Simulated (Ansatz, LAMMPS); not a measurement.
# Localised basis functions on glassy 21Sc2O3-79SiO2 (mol %) (116 atoms), part 2 of 3

Aim: test how closely localised support functions follow the reference on glassy 21Sc2O3-79SiO2 (mol %) (116 atoms), and at what cost. A setting counts as converged where the r.m.s. difference of forces stays under 1 % of the r.m.s. force.

Ansatz 0.2.0; Kohn-Sham DFT, PBE, PAW (set soft_2), plane waves.

The cell: 14 Sc, 27 Si and 75 O. The quench rate of 100 K/ps is many orders above laboratory rates. The starting topology of bonds comes from the classical model. Only the Γ point is sampled, in a cell whose shortest periodic width is 12 Å.

So far. Step 4 (Support functions low): Forces differ from the reference by 0.66 meV/Å r.m.s., 0.049 % of their size, well within a tolerance of 1 %; the energy by -4.8 meV/atom. It took roughly 5.7 times the reference's time (one timing each, with unlike analyses asked), in 16 cycles against 10.

### Step 5. Support functions medium

With localised support functions most steps grow linearly with size, though the diagonalisation grows faster unless the density matrix is cut; this run measures error and cost at this size. Besides, the program derives a nominal cutoff of 464 eV for this run, against the reference's 420.

This step: Kohn-Sham DFT, PBE, PAW (set soft_2), localised support functions (medium) (Ansatz 0.2.0).

input.yaml reads:

```yaml
crystal:
  lattice:
    - [11.66358, 0.0, 0.0]
    - [0.0, 11.66358, 0.0]
    - [0.0, 0.0, 11.66358]
  atoms:
    [... the 116 atom lines of step 3 ...]
kpoints:
  mp_grid: { grid: [1, 1, 1] }
hamiltonian:
  xc: pbe
scf:
  occupations: { method: fixed }
  eigensolver: { kind: { support_functions: { accuracy: medium } } }
  max_iter: 150
output:
  forces: true
  eigenvalues: true
```

Launch:

```
> ansatz run input.yaml --threads 8 --pin off --max-ram 15872MiB --backend cpu --events-out ev --progress --plain --runs-dir out
```

What it wrote:

```text
[...]
Warning: basis.ecutwfc = 464 eV, auto-derived: no grid that the accuracy of the support functions lays serves the files at the lower one that their records recommend; a deck with other species or settings can derive another value
[...]
Crystal: 116 atoms, lattice volume = 1586.703 Å³
Basis set: ecut = 464 eV, 36041 PW (Γ), exchange–correlation on 180×180×180 points (8 copies of the dense FFT grid, shifted against one another)
Bands: 428, of which v1, the nominal top of the filled ones, is band 356 counted from 1 (355 counted from 0)
Symmetry: 1 space group operations
k-points: 1
[...]
SCF iter   1: F=—  HF=-89773.569523 eV  |F-HF|=—  |Δ(HF+E_count)|=         —  Δρ=1.36e-1  dr2=8.30e2  ethr=1.00e-1
[...]
SCF iter  17: F=—  HF=-89767.724161 eV  |F-HF|=—  |Δ(HF+E_count)|=   1.01e-3  Δρ=9.00e-6  dr2=2.94e-6  ethr=1.25e-9  κ⁻¹=2.1e-4(r=7)
SCF iter  18: F=-89767.724160 eV  HF=-89767.724161 eV  |F-HF|=5.78e-7  |Δ(HF+E_count)|=   1.00e-8  Δρ=5.08e-6  dr2=1.23e-6  ethr=4.12e-10
SCF 1 converged in 18 iterations: F = -89767.742291 eV  dr2 = 1.23e-6
[...]
SCF converged after 18 iterations
[...]
Free energy (F): -89767.742291 eV
[...]
Internal energy: -89767.742291 eV  (E = F + TS)
E sigma→0 (E₀):  -89767.742291 eV
Fermi energy:    4.295143 eV
[...]
Σ components = -89767.742291   (vs F -89767.742291, Δ=0.00e0)
--- Forces (eV/Å), atoms counted from 1 ---
  atom   1  Sc     1.34339960     0.12165094    -0.31683728
  atom   2  Sc    -0.58514778     0.02325931     0.20715265
  atom   3  Sc     1.59500420     1.25942598     0.87341473
  atom   4  Sc    -0.49890713    -0.20243181    -0.82458630
[...]
atom 116  O     -1.38864457    -2.43714962    -3.36223651
  max |Σ_I F_I| component: 2.36e-3 eV/Å
--- Band table (eV) ---
[...]
```

It took 2 min on 8 threads of Arm Neoverse V2, shared host; peak memory 5.4 GiB.

Keys that differ from the reference: support_functions.accuracy = "medium" and scf.max_iter = 150.

Forces differ from the reference by 0.60 meV/Å r.m.s., 0.044 % of their size, well within a tolerance of 1 %; the energy by -4.8 meV/atom. It took roughly 6.3 times the reference's time (one timing each, with unlike analyses asked), in 18 cycles against 10.

### Step 6. Support functions medium, spacing 0.33 Å

The grid spacing sets how fine a wave the support functions can hold. Besides, the program derives a nominal cutoff of 464 eV for this run, against the reference's 420.

input.yaml, the sections that differ from step 5:

```yaml
scf:
  occupations: { method: fixed }
  eigensolver: { kind: { support_functions: { accuracy: medium, spacing: 0.33 } } }
  max_iter: 150
# crystal, kpoints, hamiltonian, output: as in step 5
```

What it wrote:

```text
[...]
Crystal: 116 atoms, lattice volume = 1586.703 Å³
Basis set: ecut = 464 eV, 36041 PW (Γ), exchange–correlation on 180×180×180 points (8 copies of the dense FFT grid, shifted against one another)
Bands: 428, of which v1, the nominal top of the filled ones, is band 356 counted from 1 (355 counted from 0)
Symmetry: 1 space group operations
k-points: 1
[...]
SCF iter   1: F=—  HF=-89760.711413 eV  |F-HF|=—  |Δ(HF+E_count)|=         —  Δρ=1.36e-1  dr2=8.34e2  ethr=1.00e-1
[...]
SCF iter  18: F=-89761.080262 eV  HF=-89761.080262 eV  |F-HF|=6.56e-7  |Δ(HF+E_count)|=   9.21e-8  Δρ=5.48e-6  dr2=1.49e-6  ethr=5.48e-10
SCF 1 converged in 18 iterations: F = -89761.101217 eV  dr2 = 1.49e-6
[...]
SCF converged after 18 iterations
[...]
Free energy (F): -89761.101217 eV
[...]
Internal energy: -89761.101217 eV  (E = F + TS)
E sigma→0 (E₀):  -89761.101217 eV
Fermi energy:    4.303537 eV
[...]
--- Forces (eV/Å), atoms counted from 1 ---
  atom   1  Sc     1.21521214     0.30010479    -0.47679710
  atom   2  Sc    -0.79956283     0.08715109     0.44165913
  atom   3  Sc     1.72934657     1.06853182     0.98829438
  atom   4  Sc    -0.29246566    -0.10564367    -0.98106269
  atom   5  Sc    -0.38102868     0.51259998    -0.41714121
  atom   6  Sc    -0.18251892    -1.11389114    -0.86007290
  atom   7  Sc    -1.52893132     0.77953211    -0.11274310
  atom   8  Sc     0.16699534    -0.24358154    -1.07571185
  atom   9  Sc    -1.45469607     0.47477359    -0.63922867
  atom  10  Sc     0.91542874    -0.99112372     2.68060493
  atom  11  Sc     0.85718753    -2.01052965    -1.53339520
  atom  12  Sc     0.89378490    -2.49051656     1.21673987
  atom  13  Sc    -0.06859341    -0.07587628     2.59300381
  atom  14  Sc    -1.16166165    -0.51096436    -0.89602100
[...]
atom 115  O     -0.26576851    -1.25948278     0.26649404
  atom 116  O     -1.33753450    -2.47832938    -3.41413462
  max |Σ_I F_I| component: 1.06e0 eV/Å
--- Band table (eV) ---
[...]
```

Wall time 50 s (8 threads); peak memory 2.6 GiB.

The program notes that the forces don't sum to zero within tolerance and the grid leaves an egg-box force.

Forces differ from the reference by 77 meV/Å r.m.s., 5.7 % of their size, far over a tolerance of 1 %; the energy by +52 meV/atom and the gap by +0.0079 eV. It took roughly 2.7 times the reference's time (one timing each, with unlike analyses asked), in 18 cycles against 10. The setting is coarser than the default on purpose.

### Step 7. Support functions medium, spacing 0.275 Å

The grid spacing sets how fine a wave the support functions can hold. Besides, the program derives a nominal cutoff of 464 eV for this run, against the reference's 420.

input.yaml, the sections that differ from step 6:

```yaml
scf:
  occupations: { method: fixed }
  eigensolver: { kind: { support_functions: { accuracy: medium, spacing: 0.275 } } }
  max_iter: 150
# crystal, kpoints, hamiltonian, output: as in step 6
```

What it wrote:

```text
[...]
Crystal: 116 atoms, lattice volume = 1586.703 Å³
Basis set: ecut = 464 eV, 36041 PW (Γ), exchange–correlation on 180×180×180 points (8 copies of the dense FFT grid, shifted against one another)
Bands: 428, of which v1, the nominal top of the filled ones, is band 356 counted from 1 (355 counted from 0)
Symmetry: 1 space group operations
k-points: 1
[...]
SCF iter   1: F=—  HF=-89773.229665 eV  |F-HF|=—  |Δ(HF+E_count)|=         —  Δρ=1.36e-1  dr2=8.28e2  ethr=1.00e-1
[...]
SCF iter  18: F=-89768.249134 eV  HF=-89768.249135 eV  |F-HF|=5.71e-7  |Δ(HF+E_count)|=  6.26e-10  Δρ=5.21e-6  dr2=1.39e-6  ethr=5.44e-10
SCF 1 converged in 18 iterations: F = -89768.267935 eV  dr2 = 1.39e-6
[...]
SCF converged after 18 iterations
[...]
Free energy (F): -89768.267935 eV
[...]
Internal energy: -89768.267935 eV  (E = F + TS)
E sigma→0 (E₀):  -89768.267935 eV
Fermi energy:    4.295457 eV
[...]
--- Forces (eV/Å), atoms counted from 1 ---
  atom   1  Sc     1.34071086     0.12271124    -0.31711435
  atom   2  Sc    -0.58188428     0.02317597     0.20927999
  atom   3  Sc     1.58799819     1.25923524     0.87515388
  atom   4  Sc    -0.49925888    -0.20219320    -0.82216938
  atom   5  Sc    -0.21260120     0.35049298    -0.22688569
  atom   6  Sc    -0.07131718    -1.15828096    -0.63834293
  atom   7  Sc    -1.54189258     0.65065372    -0.08989948
  atom   8  Sc     0.15813192    -0.05184697    -1.29619389
  atom   9  Sc    -1.53906812     0.57406035    -0.38680782
  atom  10  Sc     0.78518560    -1.21934685     2.46563441
  atom  11  Sc     0.65685451    -2.20026567    -1.71668991
  atom  12  Sc     0.70832688    -2.26676924     1.02523439
  atom  13  Sc    -0.06544997    -0.19307187     2.53424098
  atom  14  Sc    -1.23985211    -0.35188959    -0.70266917
[...]
atom 115  O     -0.25776429    -1.14630441     0.32671851
  atom 116  O     -1.39415419    -2.43945569    -3.36950035
  max |Σ_I F_I| component: 1.11e-1 eV/Å
--- Band table (eV) ---
[...]
```

Wall time 65 s (8 threads); peak memory 3.2 GiB.

Forces differ from the reference by 6.3 meV/Å r.m.s., 0.47 % of their size, within a tolerance of 1 %; the energy by -9.3 meV/atom. It took roughly 3.4 times the reference's time (one timing each, with unlike analyses asked), in 18 cycles against 10. The setting is coarser than the default on purpose.

### Step 8. Support functions medium, spacing 0.238 Å

The grid spacing sets how fine a wave the support functions can hold. Besides, the program derives a nominal cutoff of 464 eV for this run, against the reference's 420.

input.yaml, the sections that differ from step 7:

```yaml
scf:
  occupations: { method: fixed }
  eigensolver: { kind: { support_functions: { accuracy: medium, spacing: 0.238 } } }
  max_iter: 150
# crystal, kpoints, hamiltonian, output: as in step 7
```

What it wrote:

```text
[...]
Crystal: 116 atoms, lattice volume = 1586.703 Å³
Basis set: ecut = 464 eV, 36041 PW (Γ), exchange–correlation on 180×180×180 points (8 copies of the dense FFT grid, shifted against one another)
Bands: 428, of which v1, the nominal top of the filled ones, is band 356 counted from 1 (355 counted from 0)
Symmetry: 1 space group operations
k-points: 1
[...]
SCF iter   1: F=—  HF=-89773.413349 eV  |F-HF|=—  |Δ(HF+E_count)|=         —  Δρ=1.36e-1  dr2=8.28e2  ethr=1.00e-1
[...]
SCF iter  18: F=-89767.895690 eV  HF=-89767.895691 eV  |F-HF|=4.88e-7  |Δ(HF+E_count)|=   3.03e-8  Δρ=4.75e-6  dr2=1.09e-6  ethr=4.61e-10
SCF 1 converged in 18 iterations: F = -89767.914386 eV  dr2 = 1.09e-6
[...]
SCF converged after 18 iterations
[...]
Free energy (F): -89767.914386 eV
[...]
Internal energy: -89767.914386 eV  (E = F + TS)
E sigma→0 (E₀):  -89767.914386 eV
Fermi energy:    4.295167 eV
[...]
--- Forces (eV/Å), atoms counted from 1 ---
  atom   1  Sc     1.34355573     0.12167724    -0.31723615
  atom   2  Sc    -0.58533266     0.02340339     0.20712273
  atom   3  Sc     1.59523847     1.25955029     0.87199898
  atom   4  Sc    -0.49922551    -0.20238292    -0.82492976
  atom   5  Sc    -0.21562626     0.34880259    -0.22461547
  atom   6  Sc    -0.07106106    -1.15818865    -0.63592864
  atom   7  Sc    -1.53576352     0.64468373    -0.09550642
  atom   8  Sc     0.15411464    -0.05273510    -1.29874882
  atom   9  Sc    -1.53824374     0.57386546    -0.38885229
  atom  10  Sc     0.78273996    -1.21905687     2.46389404
  atom  11  Sc     0.65597020    -2.20273392    -1.71585453
  atom  12  Sc     0.70958563    -2.26698569     1.02485039
  atom  13  Sc    -0.06073497    -0.19748722     2.53432922
  atom  14  Sc    -1.23881283    -0.35123832    -0.70299246
[...]
atom 115  O     -0.25875669    -1.15256324     0.31384853
  atom 116  O     -1.38888435    -2.43870805    -3.36360420
  max |Σ_I F_I| component: 9.97e-3 eV/Å
--- Band table (eV) ---
[...]
```

The job ended after 72 s (8 threads; peak memory 3.6 GiB).

Forces differ from the reference by 1.4 meV/Å r.m.s., 0.10 % of their size, well within a tolerance of 1 %; the energy by -6.3 meV/atom. It took roughly 3.8 times the reference's time (one timing each, with unlike analyses asked), in 18 cycles against 10. The setting is coarser than the default on purpose.

### Step 9. Support functions medium, spacing 0.211 Å

The grid spacing sets how fine a wave the support functions can hold. Besides, the program derives a nominal cutoff of 464 eV for this run, against the reference's 420.

input.yaml, the sections that differ from step 8:

```yaml
scf:
  occupations: { method: fixed }
  eigensolver: { kind: { support_functions: { accuracy: medium, spacing: 0.211 } } }
  max_iter: 150
# crystal, kpoints, hamiltonian, output: as in step 8
```

What it wrote:

```text
[...]
Crystal: 116 atoms, lattice volume = 1586.703 Å³
Basis set: ecut = 464 eV, 36041 PW (Γ), exchange–correlation on 180×180×180 points (8 copies of the dense FFT grid, shifted against one another)
Bands: 428, of which v1, the nominal top of the filled ones, is band 356 counted from 1 (355 counted from 0)
Symmetry: 1 space group operations
k-points: 1
[...]
SCF iter   1: F=—  HF=-89773.358853 eV  |F-HF|=—  |Δ(HF+E_count)|=         —  Δρ=1.36e-1  dr2=8.29e2  ethr=1.00e-1
[...]
SCF iter  17: F=—  HF=-89767.729510 eV  |F-HF|=—  |Δ(HF+E_count)|=   9.99e-4  Δρ=8.73e-6  dr2=2.90e-6  ethr=1.29e-9  κ⁻¹=2.4e-4(r=7)
SCF iter  18: F=-89767.729510 eV  HF=-89767.729510 eV  |F-HF|=4.04e-7  |Δ(HF+E_count)|=   2.30e-8  Δρ=4.36e-6  dr2=9.39e-7  ethr=4.07e-10
SCF 1 converged in 18 iterations: F = -89767.747703 eV  dr2 = 9.39e-7
[...]
SCF converged after 18 iterations
[...]
Free energy (F): -89767.747703 eV
[...]
Internal energy: -89767.747703 eV  (E = F + TS)
E sigma→0 (E₀):  -89767.747703 eV
Fermi energy:    4.295150 eV
[...]
Σ components = -89767.747703   (vs F -89767.747703, Δ=0.00e0)
--- Forces (eV/Å), atoms counted from 1 ---
  atom   1  Sc     1.34371448     0.12148058    -0.31638245
  atom   2  Sc    -0.58510779     0.02363656     0.20716537
  atom   3  Sc     1.59533078     1.25930291     0.87363525
  atom   4  Sc    -0.49898430    -0.20210703    -0.82507551
[...]
atom 116  O     -1.38877789    -2.43715457    -3.36183245
  max |Σ_I F_I| component: 5.38e-3 eV/Å
--- Band table (eV) ---
[...]
```

Elapsed: 85 s, on 8 threads; peak memory 4.2 GiB.

Keys that differ from the reference: support_functions.accuracy = "medium", support_functions.spacing = 0.211 and scf.max_iter = 150.

Forces differ from the reference by 0.61 meV/Å r.m.s., 0.045 % of their size, well within a tolerance of 1 %; the energy by -4.8 meV/atom. It took roughly 4.5 times the reference's time (one timing each, with unlike analyses asked), in 18 cycles against 10.

### Step 10. Another try, on a changed input

The input is spoilt on purpose; the run shows how that looks.

input.yaml, the sections that differ from step 9:

```yaml
scf:
  occupations: { method: fixed }
  eigensolver: { kind: { support_functions: { accuracy: medium, radius: 2.0 } } }
  max_iter: 50
output:
  forces: true
# crystal, kpoints, hamiltonian: as in step 9
```

What it wrote:

```text
Warning: scf.eigensolver.kind.support_functions: disabling space-group detection — the functions' gradient is summed over unrotated k-points, so no spatial operation reduces the k-mesh or symmetrises the density; time reversal is kept, so that k and −k are solved as one point where they differ and the mesh holds both, and exact exchange and, on two spinor components, a DFT+U term hold to it where the run has them: [...]
Warning: basis.ecutwfc = 464 eV, auto-derived: no grid that the accuracy of the support functions lays serves the files at the lower one that their records recommend; a deck with other species or settings can derive another value
settings of this run that can trade accuracy for cost: scf.eigensolver.kind.support_functions [...]
Engine: ansatz 0.2.0, aarch64-unknown-linux-gnu
Pseudopotentials: kind: paw
Pseudopotential: Sc, paw, valence charge 11, recommended cutoff 420 eV (normal), Sc.paw.azcp
Pseudopotential: Si, paw, valence charge 4, recommended cutoff 420 eV (normal), Si.paw.azcp
Pseudopotential: O, paw, valence charge 6, recommended cutoff 420 eV (normal), O.paw.azcp
[... 5 lines on functional and potentials left out ...]
Error: SCF: the radius of support functions is under 3.49 Å, the least for these sites at the functions' level (scf.eigensolver.kind.support_functions.accuracy). Use scf.eigensolver.kind: auto, or type scf.eigensolver.kind.support_functions.radius at least as long, [...]
```

Run time: 3 s. Hardware: 8 threads; peak memory 0.38 GiB; 14 s of CPU time.

The program refuses radii under 3.49 Å for these atoms at this level.

### Step 11. Cost against change

Each row is set against the plane-wave reference (Kohn-Sham DFT, PBE, PAW (set soft_2), plane waves; r.m.s. force component 1.35 eV/Å). Energies are set beside the reference only for runs with its functional, potentials and electron count. Times are for 8 threads of Arm Neoverse V2, shared host. The reference's time includes the DOS, ELF, the stress and grids, which some other runs skip.

| run | Δ force, r.m.s. (meV/Å) | share of r.m.s. force (%) | Δ energy (meV/atom) | Δ gap (eV) | cycles | time | host memory (GiB) |
| --- | --- | --- | --- | --- | --- | --- | --- |
| reference | - | - | - | - | 10 | 19 s | 2.3 |
| support functions low | 0.659 | 0.0489 | -4.78 | 0 | 16 | 1.8 min | 5.4 |
| support functions medium | 0.597 | 0.0444 | -4.78 | -1.0e-4 | 18 | 2 min | 5.4 |
| support functions medium, spacing 0.33 Å | 76.7 | 5.69 | 52.5 | 0.0079 | 18 | 50 s | 2.6 |
| support functions medium, spacing 0.275 Å | 6.27 | 0.466 | -9.31 | 2.0e-4 | 18 | 65 s | 3.2 |
| support functions medium, spacing 0.238 Å | 1.37 | 0.102 | -6.26 | 0 | 18 | 72 s | 3.6 |
| support functions medium, spacing 0.211 Å | 0.613 | 0.0455 | -4.82 | -2.0e-4 | 18 | 85 s | 4.2 |

(Part 2 of 3 ends here.)

[Long decimals in the printed logs are rounded to 6 places.]

[Logs are printed without paths, hosts, clocks, repeated set-up lines and the standing remarks that a program may print on its own settings, such as how far it seeks lower states.]

[Hosts, paths, dates, database ids (printed as entryN), source tags and the programs' standing remarks are cut or masked in the printed files.]
